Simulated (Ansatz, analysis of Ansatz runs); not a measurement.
**Li2ZnCl4 (Fd-3m): a line between two Cl sites for an added hole**

Question: does an added hole stay on the Cl atom where it is started in Li2ZnCl4 (Fd-3m), and if so, how high is the barrier for a hop to another Cl site nearby? Model: a cell of 56 host atoms.

Calculated with Ansatz 0.2.0; plane-wave PAW DFT, PBEsol+U; relaxation of all atoms of a supercell at fixed charge in a uniform background; PAW set soft_1.

Report form: the programs' logs are mostly left out.

**1. The structure**

The cell holds 56 atoms: 16 Li, 8 Zn and 32 Cl. Cell: a = 10.232 Å, b = 10.232 Å, c = 10.232 Å, α = 90.0°, β = 90.0°, γ = 90.0°. It derives from Li2ZnCl4 (space group Fd-3m). Nearest the centre at fractional (0.250, 0.622, 0.750): Zn22 at 1.31 Å, Cl26 at 1.86 Å, Cl54 at 1.86 Å, Li1 at 3.10 Å, Li13 at 3.10 Å, Cl41 at 3.11 Å, Cl29 at 3.11 Å, Cl50 at 3.22 Å.

Hubbard terms: Cl p 6.0 eV. They were chosen, not fitted, to curb self-interaction in the shells named, the trial site's among them. The two sites are Cl26 and Cl54. The cell's shortest repeat is 10.2 Å.

**2. The cell without the carrier**

The neutral cell is relaxed first, from small random displacements, so that bond lengths and moments with the carrier can be set beside those of a relaxed cell without it.

Input file neutral.relax/input.yaml:

```yaml
crystal:
  lattice:
    - [10.23227833, 0.0, 0.0]
    - [0.0, 10.23227833, 0.0]
    - [0.0, 0.0, 10.23227833]
  atoms:
    - { symbol: Li, position: [0.375, 0.375, 0.625] }
    - { symbol: Li, position: [0.375, 0.875, 0.125] }
    - { symbol: Li, position: [0.875, 0.375, 0.125] }
    - { symbol: Li, position: [0.875, 0.875, 0.625] }
    - { symbol: Li, position: [0.375, 0.125, 0.875] }
    - { symbol: Li, position: [0.375, 0.625, 0.375] }
    - { symbol: Li, position: [0.875, 0.125, 0.375] }
    - { symbol: Li, position: [0.875, 0.625, 0.875] }
[... 44 atom lines left out ...]
    - { symbol: Cl, position: [0.121628, 0.121628, 0.378372] }
    - { symbol: Cl, position: [0.121628, 0.621628, 0.878372] }
    - { symbol: Cl, position: [0.621628, 0.121628, 0.878372] }
    - { symbol: Cl, position: [0.621628, 0.621628, 0.378372] }
basis:
  ecutwfc: 420
  xc_grid: 2
hamiltonian:
  xc: pbesol
  hubbard:
    sites: [{ species: Cl, l: p, u_eff: 6.0 }]
    projectors: ortho-atomic
  pseudopotentials: { kind: paw, azcp: { folder: soft_1 }, xc_functional: pbe }
kpoints:
  mp_grid: { grid: [1, 1, 1] }
scf:
  occupations: { method: fermi_dirac, width: 0.01 }
  max_iter: 120
  lower_state_search: "off"
output:
  forces: true
relax:
  f_tol: 0.02
  max_steps: 70
  random_displacement: { amplitude: 0.04, seed: 1600 }
checkpoint:
  write: "../neutral.relax.run"
  compress: false
  write_wavefunctions: true
  write_every: 100000
```

Launch:

```console
$ ansatz run input.yaml --threads 4 --pin off --max-ram 9420MiB --backend cpu --events-out ev --progress --plain --runs-dir out
```

Elapsed: 18 s, on 4 threads of Intel Xeon Platinum 8488C (Sapphire Rapids), shared host; peak memory 1.2 GiB; 60 s of CPU time.

The largest displacement from an ideal site is 0.022 Å.

**3. The hole on the first site**

The nearest neighbour or neighbours of the site start displaced and the site's starting moment is changed by the carrier's spin, since a carrier doesn't trap itself in the undistorted lattice.

Input file A.relax/input.yaml:

```yaml
crystal:
  lattice:
    - [10.23227833, 0.0, 0.0]
    - [0.0, 10.23227833, 0.0]
    - [0.0, 0.0, 10.23227833]
  atoms:
    - { symbol: Li, position: [0.375286, 0.350789, 0.624811] }
    - { symbol: Li, position: [0.375566, 0.875152, 0.124882] }
    - { symbol: Li, position: [0.875675, 0.374819, 0.1248] }
    - { symbol: Li, position: [0.87582, 0.875229, 0.625371] }
    - { symbol: Li, position: [0.375582, 0.125049, 0.874765] }
    - { symbol: Li, position: [0.374984, 0.625398, 0.35012] }
    - { symbol: Li, position: [0.875276, 0.124834, 0.374834] }
    - { symbol: Li, position: [0.875127, 0.624659, 0.874656] }
[... 44 atom lines left out ...]
    - { symbol: Cl, position: [0.123199, 0.122958, 0.377111] }
    - { symbol: Cl, position: [0.12313, 0.62298, 0.876978] }
    - { symbol: Cl, position: [0.6232, 0.122878, 0.876992] }
    - { symbol: Cl, position: [0.623272, 0.623064, 0.377066] }
total_charge: 1
basis:
  ecutwfc: 420
  xc_grid: 2
hamiltonian:
  xc: pbesol
  hubbard:
    sites: [{ species: Cl, l: p, u_eff: 6.0 }]
    projectors: ortho-atomic
  pseudopotentials: { kind: paw, azcp: { folder: soft_1 }, xc_functional: pbe }
kpoints:
  mp_grid: { grid: [1, 1, 1] }
magnetization:
  spin_polarized: true
  initial_magnetization: 1
  spin_locking: { lock_magnetization: hard }
scf:
  occupations: { method: fermi_dirac, width: 0.01 }
  max_iter: 120
  lower_state_search: "off"
output:
  forces: true
relax:
  f_tol: 0.015
  max_steps: 70
  escape_saddle: false
checkpoint:
  write: "../A.relax.run"
  compress: false
  write_wavefunctions: true
  write_every: 100000
```

Run time: 2.4 min. Hardware: 4 threads; peak memory 1.8 GiB; 8.8 min of CPU time.

Relaxation path:

```
step  energy less that of the first step (eV)  largest force component (eV/Å)
   1                                   0.0000                          0.3773
   2                                  -0.3366                          0.2433
   3                                  -0.3949                          0.1421
   4                                  -0.4167                          0.0791
   5                                  -0.4233                          0.0924
   6                                  -0.4274                          0.0643
   7                                  -0.4216                          0.0928
   8                                  -0.4288                          0.0094
```

Relaxation step 7 was tried and not accepted.

The atoms that moved most (Å):

```
atom      dx      dy      dz  length
Zn22  -0.255   0.271   0.269   0.459
Cl26  -0.123   0.187   0.177   0.285
 Li1   0.084  -0.136  -0.133   0.207
 Li6   0.079  -0.134  -0.125   0.199
Cl29   0.013   0.057  -0.128   0.140
Cl30   0.012  -0.127   0.057   0.140
Cl37  -0.003  -0.136   0.004   0.136
Li12   0.083  -0.081  -0.068   0.134
```

The moves above count from the input, in which the site's nearest neighbours were already displaced; the distances below compare with the cell without the carrier.

Distances from Cl26 without and with the hole:

```
atom  without (Å)  with (Å)
Zn22         2.25      2.68
 Li1         2.54      3.13
Li12         2.54      3.01
 Li6         2.54      3.11
```

The largest changes of the moments are 0.79 μB on Cl26, 0.01 μB on Cl30 and 0.01 μB on Cl29. The largest part sits on the chosen site.

**4. The hole on the second site**

The same start is made on the second site, to get the end of the hop.

Input file B.relax/input.yaml:

```yaml
crystal:
  lattice:
    - [10.23227833, 0.0, 0.0]
    - [0.0, 10.23227833, 0.0]
    - [0.0, 0.0, 10.23227833]
  atoms:
    - { symbol: Li, position: [0.375579, 0.375221, 0.624518] }
    - { symbol: Li, position: [0.375566, 0.875152, 0.124882] }
[... 19 atom lines left out ...]
    - { symbol: Zn, position: [0.264415, 0.76432, 0.735765] }
[... 3 atom lines left out ...]
    - { symbol: Cl, position: [0.377427, 0.623047, 0.622523] }
[... 2 atom lines left out ...]
    - { symbol: Cl, position: [0.373258, 0.373028, 0.872621] }
[... 11 atom lines left out ...]
    - { symbol: Cl, position: [0.127639, 0.373063, 0.626903] }
[... 12 atom lines left out ...]
    - { symbol: Cl, position: [0.12313, 0.62298, 0.876978], spin: 1.0 }
[... 1 atom line left out ...]
    - { symbol: Cl, position: [0.623272, 0.623064, 0.377066] }
total_charge: 1
basis:
  ecutwfc: 420
  xc_grid: 2
hamiltonian:
  xc: pbesol
  hubbard:
    sites: [{ species: Cl, l: p, u_eff: 6.0 }]
    projectors: ortho-atomic
  pseudopotentials: { kind: paw, azcp: { folder: soft_1 }, xc_functional: pbe }
kpoints:
  mp_grid: { grid: [1, 1, 1] }
magnetization:
  spin_polarized: true
  initial_magnetization: 1
  spin_locking: { lock_magnetization: hard }
scf:
  occupations: { method: fermi_dirac, width: 0.01 }
  max_iter: 120
  lower_state_search: "off"
output:
  forces: true
relax:
  f_tol: 0.015
  max_steps: 70
  escape_saddle: false
checkpoint:
  write: "../B.relax.run"
  compress: false
  write_wavefunctions: true
  write_every: 100000
```

The job ended after 3.4 min (4 threads; peak memory 1.8 GiB; 12 min of CPU time).

Distances from Cl54 without and with the hole:

| atom | without (Å) | with (Å) |
| --- | --- | --- |
| Zn22 | 2.25 | 2.68 |
| Li13 | 2.53 | 3.01 |
| Li10 | 2.54 | 3.12 |
| Li8 | 2.54 | 3.12 |

The largest changes of the moments are 0.79 μB on Cl54, 0.01 μB on Cl38 and 0.01 μB on Cl40. The largest part sits on the chosen site.

**5. Points on the line between the two structures**

All atoms move on the straight line between the two relaxed structures, 10.78 amu^1/2 Å long in mass-weighted terms. Each point starts from the state of the point before, once from either end, so that both localised states can be followed; the midpoint is also started with the carrier shared.

Input file A.x0500/input.yaml:

```yaml
crystal:
  lattice:
    - [10.23227833, 0.0, 0.0]
    - [0.0, 10.23227833, 0.0]
    - [0.0, 0.0, 10.23227833]
  atoms:
    - { symbol: Li, position: [0.380447, 0.352579, 0.617329] }
    - { symbol: Li, position: [0.376773, 0.878474, 0.1309] }
[... 19 atom lines left out ...]
    - { symbol: Zn, position: [0.251293, 0.790022, 0.749574] }
[... 3 atom lines left out ...]
    - { symbol: Cl, position: [0.375626, 0.632499, 0.627105], spin: 1.0 }
[... 2 atom lines left out ...]
    - { symbol: Cl, position: [0.370514, 0.375234, 0.866139] }
[... 11 atom lines left out ...]
    - { symbol: Cl, position: [0.131932, 0.372397, 0.629577] }
[... 8 atom lines left out ...]
    - { symbol: Cl, position: [0.120716, 0.88374, 0.619753] }
[... 3 atom lines left out ...]
    - { symbol: Cl, position: [0.129275, 0.629549, 0.87101] }
[... 1 atom line left out ...]
    - { symbol: Cl, position: [0.62321, 0.621505, 0.37682] }
total_charge: 1
basis:
  ecutwfc: 420
  xc_grid: 2
hamiltonian:
  xc: pbesol
  hubbard:
    sites: [{ species: Cl, l: p, u_eff: 6.0 }]
    projectors: ortho-atomic
  pseudopotentials: { kind: paw, azcp: { folder: soft_1 }, xc_functional: pbe }
kpoints:
  mp_grid: { grid: [1, 1, 1] }
magnetization:
  spin_polarized: true
  initial_magnetization: 1
  spin_locking: { lock_magnetization: hard }
scf:
  occupations: { method: fermi_dirac, width: 0.01 }
  max_iter: 120
  lower_state_search: "off"
output:
  forces: true
  eigenvalues: true
  eigenstates: { localisation: true }
  write_density: true
  write_potential: true
  volumetric_format: npy
checkpoint:
  read: "../A.x0375.run"
  write: "../A.x0500.run"
  compress: false
  write_wavefunctions: true
  write_every: 100000
```

The job ended after 56 s (4 threads; peak memory 1.8 GiB).

From eigenstates.tsv, first k-point; energies on the run's zero. The participation number counts the atoms that a state is spread over, of 56; bands count from 0.

| spin | band | energy (eV) | occupation | participation | largest share on | share |
| --- | --- | --- | --- | --- | --- | --- |
| down | 177 | -0.322 | 1.00 | 11.3 | Cl54 | 0.25 |
| down | 178 | -0.266 | 1.00 | 23.3 | Cl54 | 0.13 |
| down | 179 | -0.254 | 1.00 | 19.6 | Cl54 | 0.17 |
| down | 180 | -0.129 | 1.00 | 28.0 | Cl54 | 0.11 |
| down | 181 | 0.033 | 1.00 | 4.3 | Cl54 | 0.46 |
| down | 182 | 0.106 | 1.00 | 3.3 | Cl54 | 0.53 |
| down | 183 | 2.007 | 0.00 | 1.3 | Cl26 | 0.87 |
| down | 184 | 6.232 | 0.00 | 15.1 | Zn22 | 0.17 |
| down | 185 | 6.382 | 0.00 | 16.4 | Zn19 | 0.13 |
| down | 186 | 7.472 | 0.00 | 8.1 | Zn22 | 0.30 |
| down | 187 | 7.761 | 0.00 | 7.8 | Zn19 | 0.31 |
| up | 178 | -0.342 | 1.00 | 11.5 | Cl54 | 0.24 |
| up | 179 | -0.268 | 1.00 | 22.9 | Cl54 | 0.13 |
| up | 180 | -0.261 | 1.00 | 18.2 | Cl54 | 0.18 |
| up | 181 | -0.126 | 1.00 | 30.2 | Cl54 | 0.10 |
| up | 182 | 0.019 | 1.00 | 4.7 | Cl54 | 0.44 |
| up | 183 | 0.101 | 1.00 | 3.4 | Cl54 | 0.53 |
| up | 184 | 6.199 | 0.00 | 14.4 | Zn22 | 0.18 |
| up | 185 | 6.381 | 0.00 | 16.3 | Zn19 | 0.14 |
| up | 186 | 7.418 | 0.00 | 8.6 | Zn22 | 0.29 |
| up | 187 | 7.755 | 0.00 | 8.2 | Zn19 | 0.30 |
| up | 188 | 7.829 | 0.00 | 9.1 | Zn24 | 0.27 |

Under PBEsol+U (6 eV) at the zone centre alone, the highest filled state is spin down, spread over 3 of 56 atoms, and the lowest empty one, 1.90 eV above it, is spin down, spread over 1 of 56 atoms.

The largest moments in the atoms' spheres: Cl26 0.69, Cl54 0.01, Cl30 0.01, Cl29 0.01, Cl44 0.00, Zn22 0.00 μB.

Spin density in the ac plane at fractional y = 0.622, through the centre, with atoms of Li and Cl within 0.45 Å of it.

Values in e/Å³, 13 rows by 16 columns, each cell a mean:
```
0.00 0.00 0.00 0.00 0.00 0.00 0.00 0.00 0.00 0.00 0.00 0.00 0.00 0.00 0.00 0.00
0.00 0.00 0.00 0.00 0.00 0.00 0.00 0.00 0.00 0.00 0.00 0.00 0.00 0.00 0.00 0.00
0.00 0.00 0.00 0.00 0.00 0.01 0.01 0.00 0.00 0.00 0.00 0.00 0.00 0.00 0.00 0.00
0.00 0.00 0.00 0.00 0.02 0.14 0.12 0.01 0.00 0.00 0.00 0.00 0.00 0.00 0.00 0.00
0.00 0.00 0.00 0.00 0.04 0.24 0.15 0.00 0.00 0.00 0.00 0.00 0.00 0.00 0.00 0.00
0.00 0.00 0.00 0.00 0.00 0.03 0.15 0.05 0.00 0.00 0.00 0.00 0.00 0.00 0.00 0.00
0.00 0.00 0.00 0.00 0.00 0.01 0.02 0.01 0.00 0.00 0.00 0.00 0.00 0.00 0.00 0.00
0.00 0.00 0.00 0.00 0.00 0.00 0.00 0.00 0.00 0.00 0.00 0.00 0.00 0.00 0.00 0.00
0.00 0.00 0.00 0.00 0.00 0.00 0.00 0.00 0.00 0.00 0.00 0.00 0.00 0.00 0.00 0.00
0.00 0.00 0.00 0.00 0.00 0.00 0.00 0.00 0.00 0.00 0.00 0.00 0.00 0.00 0.00 0.00
0.00 0.00 0.00 0.00 0.00 0.00 0.00 0.00 0.00 0.00 0.00 0.00 0.00 0.00 0.00 0.00
0.00 0.00 0.00 0.00 0.00 0.00 0.00 0.00 0.00 0.00 0.00 0.00 0.00 0.00 0.00 0.00
0.00 0.00 0.00 0.00 0.00 0.00 0.00 0.00 0.00 0.00 0.00 0.00 0.00 0.00 0.00 0.00
```
Columns run along a (10.2 Å), rows up along c (10.2 Å). Atoms in or near the plane, at fractional coordinates: Li at (0.38, 0.35), Li at (0.85, 0.88), Li at (0.12, 0.15), Li at (0.64, 0.62), Cl at (0.38, 0.63), Cl at (0.88, 0.12), Cl at (0.37, 0.12), Cl at (0.88, 0.63), Cl at (0.13, 0.38), Cl at (0.62, 0.87), Cl at (0.13, 0.87), Cl at (0.62, 0.38).

Electrostatic potential energy in the ac plane at fractional y = 0.622, through the centre, with atoms of Li and Cl within 0.45 Å of it. With pseudopotentials it is smooth inside the atoms' cores, unlike the true potential.

Values in eV, 13 rows by 16 columns, each cell a mean:
```
  8  -3  -9   5   9   9   8   6   4  -6  -8   5   5  -4  -1   7
  4 -29 -35 -10   9   9   8   8   0 -33 -35  -7   0 -26 -17   5
  8  -6 -13   3   8   7   7   8   6 -11 -14   3   6   1   3   8
  9   9   9   8   5  -4  -6   5   7   5   3   6   7  -1  -6   6
  8   9   9   8   0 -33 -36 -10   4  -7 -26  -5   2 -29 -36 -12
  6   8   8   8   4 -17 -24  -2   5  -2 -14   0   6 -10 -19  -1
  5   4   4   7   7   5   3   5   6   4   3   7   9   8   7   6
  4 -24 -33  -8   5  -3 -10   2   2 -27 -31  -3   8   9   8   7
  5 -21 -30  -6   5 -14 -26  -1   2 -25 -30  -4   7   8   9   9
  8   4   3   6   7   4   2   6   8   6   4   5   6   7   8   9
  4 -14 -15   4   4 -15 -16   4   9   9   8   7   4 -16 -21   0
  4 -13 -14   4  -2 -33 -35  -4   8   8   9   9   3 -30 -35  -9
  8   6   6   8   8  -3  -5   4   5   7   8   9   8   0  -3   6
```
Columns run along a (10.2 Å; values clipped at the 3rd and 97th percentile), rows up along c (10.2 Å). Atoms in or near the plane, at fractional coordinates: Li at (0.38, 0.35), Li at (0.85, 0.88), Li at (0.12, 0.15), Li at (0.64, 0.62), Cl at (0.38, 0.63), Cl at (0.88, 0.12), Cl at (0.37, 0.12), Cl at (0.88, 0.63), Cl at (0.13, 0.38), Cl at (0.62, 0.87), Cl at (0.13, 0.87), Cl at (0.62, 0.38).

Valence density in the ac plane at fractional y = 0.622, through the centre, with atoms of Li and Cl within 0.45 Å of it. It is the smooth field of the valence electrons, not physical close to the nuclei.

Ten steps, logarithmic in the rise over the least value, from '_' (0.0 e/Å³) to '@' (6.5 e/Å³), each cell a mean:
```
..::--======::..............::::--======::..............__
::==********==::..________..::==++******++--..::****--__..
--++******##++--..________..::==******##**==::++@@@@**....
--++********++--..__________::==******##**==::--####==__..
::==++****++==::..__________..--++******==::..........__..
..::----==--::..................--====--::......::::::::..
..__............::--======--................::--==++++==::
::____________::==++******++::..__..====....--++**####**==
::..__________::++******##**--..__++@@@@++::--++##******++
::..__________::==**##****++--..__++%%%%==..--++********==
::....________..--++****++--::____..----....::--++++++++--
::::::::::........::----::........::::::........::----::::
::--==++++==--....__....____..::--++++==--..______........
::==********++--..__..::..__::==++**##**++--..__________..
--++******##++--..::##%%**..::==****++##**==..__________..
::++********++--..--%%@@##::::==******##++--..____________
..--++****++--::....++**==....--==****++==--....__________
....::------::......::::........::------::::....::::......
......::::......::--====--::..____..........::--==++==--::
::..**%%##::..::==********==::____________..--++******++==
::::##@@%%--..--++##******++::..__________..--**##******++
::..==**++....--++##******++--..__________..--++##******==
..__________..::==++****++==::....________..::==******++--
......::::......::--====--::::::..::......__..::--==--::..
```
Columns run along a (10.2 Å), rows up along c (10.2 Å). Atoms in or near the plane, at fractional coordinates: Li at (0.38, 0.35), Li at (0.85, 0.88), Li at (0.12, 0.15), Li at (0.64, 0.62), Cl at (0.38, 0.63), Cl at (0.88, 0.12), Cl at (0.37, 0.12), Cl at (0.88, 0.63), Cl at (0.13, 0.38), Cl at (0.62, 0.87), Cl at (0.13, 0.87), Cl at (0.62, 0.38).

Free energies from the first end:

| started from | fraction | energy (eV) | moment change on Cl26 (μB) | on Cl54 (μB) |
| --- | --- | --- | --- | --- |
| first site | 0 | 0.000 | 0.79 | 0.00 |
| first site | 0.125 | 0.049 | 0.77 | 0.00 |
| first site | 0.25 | 0.186 | 0.74 | 0.00 |
| first site | 0.375 | 0.399 | 0.72 | 0.01 |
| first site | 0.5 | 0.676 | 0.69 | 0.01 |
| first site | 0.625 | 1.007 | 0.66 | 0.03 |
| second site | 0.875 | 0.049 | 0.00 | 0.77 |
| second site | 0.75 | 0.186 | 0.00 | 0.75 |
| second site | 0.625 | 0.401 | 0.00 | 0.72 |
| second site | 0.5 | 0.681 | 0.00 | 0.70 |
| second site | 0.375 | 1.018 | 0.02 | 0.66 |
| shared | 0.5 | 0.676 | 0.69 | 0.01 |
| second site | 1 | 0.000 | 0.00 | 0.79 |

**6. Results**

| Property | Result |
| --- | --- |
| barrier forward | 0.68 eV |
| barrier backward | 0.68 eV |
| distance of the two sites without the carrier | 3.68 Å |
| carrier at the midpoint | on one site |

In words: On this line the hole must cross 0.68 eV to hop 3.68 Å; both ends have the same energy within 0.005 eV. At the midpoint the lowest state found keeps the carrier on one site, so the two localised curves cross in a cusp. This suggests weak coupling and a hop slower than the barrier alone implies, though U itself penalises the shared state. The start with the carrier shared fell onto one site. With an assumed attempt frequency of 1e13 per second the rate at 300 K would be 4e+01 per second for this barrier, if every crossing succeeded. A straight line need not be the lowest path, so the true barrier at this U can be lower, or higher if the ends can still break their symmetry; the top can also fall between the computed points, which would raise it. A shorter hop, 3.55 Å to Cl33, was not computed. No run compares the localised hole with one spread in the band, so its binding is unknown and the barrier may exceed it. Holes in halides commonly bind two halogen atoms into a pair. A U on single atoms favours the one-atom state followed here, and no pair was tried, so these numbers may not belong to the actual polaron. The program's search for lower electronic states was switched off in all runs, so that each state is followed; none is shown to be the lowest at its structure. No image-charge correction is applied; it nearly cancels along the line while the charge stays localised. Keep in mind: sampling at the zone centre alone can move energies of charged and open-shell states by tenths of an eV or more in cells of this size; gap and trapping depend on the U chosen (Cl p 6.0 eV).

[Logs are printed without paths, hosts, clocks, repeated set-up lines and the standing remarks that a program may print on its own settings, such as how far it seeks lower states.]

[Hosts, paths, dates, database ids (printed as entryN), source tags and the programs' standing remarks are cut or masked in the printed files.]
